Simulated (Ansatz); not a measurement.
**TiC (Fm-3m): the Drude term of Re ε in the infrared**

Re ε of TiC (Fm-3m) at low photon energies is read from one computed spectrum; the carriers' damping was typed as γ = 0.1 eV.

Cell: a, b, c = 3.054, 3.054, 3.054 Å (primitive vectors), 2 atoms.

Method: Ansatz 0.2.0, PBE, independent particles, k-mesh 18×18×18 with interpolation inside its cells, Gaussian parameter 0.15 eV.

Launch of the response step: `ansatz run input.yaml --threads 4 --pin off --max-ram 8192MiB --backend cpu --events-out ev --progress --plain --runs-dir out`. The run took 9 s, on 4 threads of Arm Neoverse V1, on a shared host.

| photon energy E (eV) | wavelength (µm) | Re ε |
| --- | --- | --- |
| 0.25 | 4.96 | ? |
| 0.30 | 4.13 | -81.2 |
| 0.35 | 3.54 | -55.5 |
| 0.40 | 3.10 | -38.5 |
| 0.50 | 2.48 | -18.0 |
| 0.60 | 2.07 | -7.5 |
| 0.70 | 1.77 | -2.6 |

A Drude term over a constant background gives Re ε = ε_b − ωp²/(E² + γ²), linear in 1/(E² + γ²).

Working, on the rows shown:

| x = 1/(E² + γ²) (eV⁻²) | y = Re ε |
| --- | --- |
| 10 | -81.2 |
| 7.54717 | -55.5 |
| 5.88235 | -38.5 |
| 3.84615 | -18 |
| 2.7027 | -7.5 |
| 2 | -2.6 |

Means: x̄ = 5.3297, ȳ = -33.883. Σ(x − x̄)(y − ȳ) = -468.5, Σ(x − x̄)² = 47.22. Slope = -468.5 / 47.22 = -9.921; intercept = ȳ − slope · x̄ = 18.993. The line misses the rows shown by at most 1.8.

Task: Fill in the last column of the withheld row.

Result: At x = 13.793 the line gives y = -117.85. The run gave -122.9, so the extrapolation is off by 5.1, 4 % of the range in the table.

Refitted with all rows, the slope is -10.26 and the intercept 20.478. These give ωp = √(−slope) = 3.20 eV, against 3.64 eV from the program's Fermi-surface sum, and an intercept of 20.5. Taking the program's Drude term off the rows leaves 59 at the lowest energy and 24 at the highest, so the background isn't constant: interband transitions lie in or near the window, and neither fitted number can be trusted. The cell comes from an older database entry, whose edges can be off by a per cent or so. The values come from a sum over the points of one k-mesh and carry its error, which is largest for Fermi-surface quantities.
